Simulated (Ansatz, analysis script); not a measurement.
**Free-standing square Mo monolayer, spacing 2.904 Å: E(q) by the generalised Bloch theorem**

Aim: the energy of a free-standing square Mo monolayer, spacing 2.904 Å as its moments wind into spirals of wavevector q.

Method: PBE, PAW set soft_1, in Ansatz 0.2.0.

Report form: the programs' logs are mostly left out.

## (1) Set-up

The cell holds 1 atom: 1 Mo. Its edges and angles: a = 2.904 Å, b = 2.904 Å, c = 14.000 Å, α = 90.0°, β = 90.0°, γ = 90.0°. An idealised lattice of chosen spacing, in vacuum. Vacuum lies along c.

## (2) Starting state

A collinear run comes first: it shows whether moments survive, and how large they are.

input.yaml

```yaml
crystal:
  lattice:
    - [2.904, 0.0, 0.0]
    - [0.0, 2.904, 0.0]
    - [0.0, 0.0, 14.0]
  atoms:
    - { symbol: Mo, position: [0.0, 0.0, 0.5], spin: 1.0 }
magnetization:
  spin_polarized: true
kpoints:
  mp_grid: { grid: [10, 10, 1] }
hamiltonian:
  xc: pbe
  pseudopotentials: { kind: paw, azcp: { folder: soft_1 } }
scf:
  occupations: { method: fermi_dirac, width: 0.05 }
  max_iter: 120
  convergence: { dr2_threshold: 1.0e-08 }
  lower_state_search: "off"
```

Launch:

```sh
> ansatz run input.yaml --threads 4 --pin off --max-ram 8192MiB --backend cpu --events-out ev --progress --plain --runs-dir out
```

It took 9.3 s on 4 threads of Arm Neoverse V2, shared host; peak memory 0.42 GiB; 24 s of CPU time.

Spin moment in the atom's sphere by atom:

| atom | spin moment in the atom's sphere (μB) |
| --- | --- |
| Mo1 | 0.871 |

The run ends ferromagnetic, with a net moment of 1.23 μB a cell. With one Mo atom carrying the moment, parallel order of its images is forced by the cell, not found.

## (3) The same state on a denser mesh

Levels at the Fermi energy are partly filled, so moments and energy differences can hang on the k-mesh, and the state is solved again on a denser one.

input.yaml, the sections that differ from step 2:

```yaml
crystal:
  lattice:
    - [2.904, 0.0, 0.0]
    - [0.0, 2.904, 0.0]
    - [0.0, 0.0, 14.0]
  atoms:
    - { symbol: Mo, position: [0.0, 0.0, 0.5], spin: 0.87 }
kpoints:
  mp_grid: { grid: [19, 19, 1] }
basis:
  ecutwfc: 420.0
checkpoint:
  read: start
  write: ck
  compress: false
  write_wavefunctions: false
  write_every: 100000
# magnetization, hamiltonian, scf: as in step 2
```

Wall time 1.6 s (4 threads); peak memory 0.45 GiB; 5.7 s of CPU time.

Spin moment in the atom's sphere by atom:

| atom | spin moment in the atom's sphere (μB) |
| --- | --- |
| Mo1 | 0.933 |

The run ends ferromagnetic, with a net moment of 1.31 μB a cell, against 1.23 μB on the first mesh.

Each spiral starts from these moments, tilted 90° from the rotation axis z (a flat spiral); sizes are free, while the program holds flat spirals in their plane. Spin–orbit coupling is switched off, so the energy does not depend on how the axis lies in the crystal. The folder named start holds the saved collinear state, from which each run begins.

The runs on spinors take the mesh 20×20×1.

## (4) q = (0, 0, 0)

The reference is the same input at q = 0, so that basis and exchange-correlation form match those at other q. Every q is chosen so that q/2 is a mesh vector: every spiral then samples the k-points of q = 0, and much mesh noise cancels.

input.yaml, the sections that differ from step 3:

```yaml
crystal:
  lattice:
    - [2.904, 0.0, 0.0]
    - [0.0, 2.904, 0.0]
    - [0.0, 0.0, 14.0]
  atoms:
    - { symbol: Mo, position: [0.0, 0.0, 0.5], spin: 0.93, spin_axis: [1.0, 0.0, 0.0] }
kpoints:
  mp_grid: { grid: [20, 20, 1] }
magnetization:
  noncollinear: true
  spin_spiral: { q: [0.0, 0.0, 0.0] }
checkpoint:
  read: start
# hamiltonian, scf, basis: as in step 3
```

Launch:

```sh
> ansatz run input.yaml --threads 1 --pin off --max-ram 2048MiB --backend cpu --events-out ev --progress --plain --runs-dir out
```

Elapsed: 32 s, on 1 thread; peak memory 0.64 GiB.

The largest moment is 0.875 μB, against 0.933 μB in the collinear run.

## (5) q = (0, 0.1, 0)

Only q changes. The cell stays that of the crystal, since the generalised Bloch theorem carries the rotation from cell to cell.

Changes to input.yaml since step 4:

```diff
@@ -21,3 +21,3 @@
   noncollinear: true
-  spin_spiral: { q: [0.0, 0.0, 0.0] }
+  spin_spiral: { q: [0.0, 0.1, 0.0] }
 checkpoint:
```

Run time: 54 s. Hardware: 1 thread; peak memory 0.85 GiB.

The energy of the cell lies 6.26 meV below that at q = 0, and the largest moment is 0.906 μB against 0.875 μB.

## (6) q = (0, 0.2, 0)

Changes to input.yaml since step 5:

```diff
@@ -21,3 +21,3 @@
   noncollinear: true
-  spin_spiral: { q: [0.0, 0.1, 0.0] }
+  spin_spiral: { q: [0.0, 0.2, 0.0] }
 checkpoint:
```

Elapsed: 70 s, on 1 thread; peak memory 0.87 GiB.

The energy of the cell lies 24.9 meV below that at q = 0, and the largest moment is 1.04 μB against 0.875 μB.

## (7) q = (0.2, 0.2, 0)

Changes to input.yaml since step 6:

```diff
@@ -21,3 +21,3 @@
   noncollinear: true
-  spin_spiral: { q: [0.0, 0.2, 0.0] }
+  spin_spiral: { q: [0.2, 0.2, 0.0] }
 checkpoint:
```

Elapsed: 65 s, on 1 thread; peak memory 0.83 GiB.

The energy of the cell lies 46.5 meV below that at q = 0, and the largest moment is 1.24 μB against 0.875 μB.

## (8) q = (0.5, 0.5, 0)

Changes to input.yaml since step 7:

```diff
@@ -21,3 +21,3 @@
   noncollinear: true
-  spin_spiral: { q: [0.2, 0.2, 0.0] }
+  spin_spiral: { q: [0.5, 0.5, 0.0] }
 checkpoint:
```

The job ended after 74 s (1 thread; peak memory 0.87 GiB).

The energy of the cell lies 432 meV below that at q = 0, and the largest moment is 2.55 μB against 0.875 μB.

8 more runs differ from these in the same keys alone and are tabled below.

## (9) Analysis

| q (reciprocal lattice) | path length (1/Å) | E(q) − E(0) (meV a magnetic atom) | \|m\| Mo no. 1 (μB) |
| --- | --- | --- | --- |
| (0, 0, 0) | 0.000 | 0.00 | 0.88 |
| (0, 0.1, 0) | 0.216 | -6.26 | 0.91 |
| (0, 0.2, 0) | 0.433 | -24.93 | 1.04 |
| (0, 0.4, 0) | 0.865 | -124.12 | 1.87 |
| (0, 0.5, 0) | 1.082 | -161.07 | 2.01 |
| (0.1, 0.5, 0) | 1.298 | -177.51 | 2.16 |
| (0.2, 0.5, 0) | 1.515 | -225.23 | 2.27 |
| (0.4, 0.5, 0) | 1.947 | -376.73 | 2.51 |
| (0.5, 0.5, 0) | 2.164 | -431.63 | 2.55 |
| (0.4, 0.4, 0) | 2.470 | -319.85 | 2.46 |
| (0.3, 0.3, 0) | 2.776 | -150.59 | 2.07 |
| (0.2, 0.2, 0) | 3.082 | -46.55 | 1.24 |
| (0.1, 0.1, 0) | 3.388 | -12.07 | 0.94 |
| (0, 0, 0) | 3.694 | 0.00 | 0.88 |

## (10) Results

* lowest point of the path: q = (0.5, 0.5, 0), -432 meV a magnetic atom from q = 0
* highest point: 0 meV a magnetic atom

In words: The state at q = (0.5, 0.5, 0) lies 432 meV a magnetic atom below the ferromagnetic start, so that start is not the lowest state; a flat spiral with q made of halves, on one magnetic atom a cell, is a collinear order of a doubled cell. The moments change by at most 192 % from their size at q = 0, so they are itinerant and a model of rigid spins is rough. No spin model is given, since the moments change too much along the path. The 13 spiral runs took 20 min of wall time, added up. Energies are free energies at a smearing of 0.05 eV, and with partly filled levels differences shift, at times strongly, as the smearing goes to zero. The cell was taken as built, with atoms unrelaxed. In doubt: the program's search for lower states was switched off, so a lower magnetic state than those reached may exist.

[Logs and program files are shortened in this print: banners, set-up blocks, solver, clock and traceback lines can be left out without a mark of their own.]

[Logs are printed without paths, hosts, clocks, repeated set-up lines and the standing remarks that a program may print on its own settings, such as how far it seeks lower states.]

[Hosts, paths, dates, database ids (printed as entryN), source tags and the programs' standing remarks are cut or masked in the printed files.]
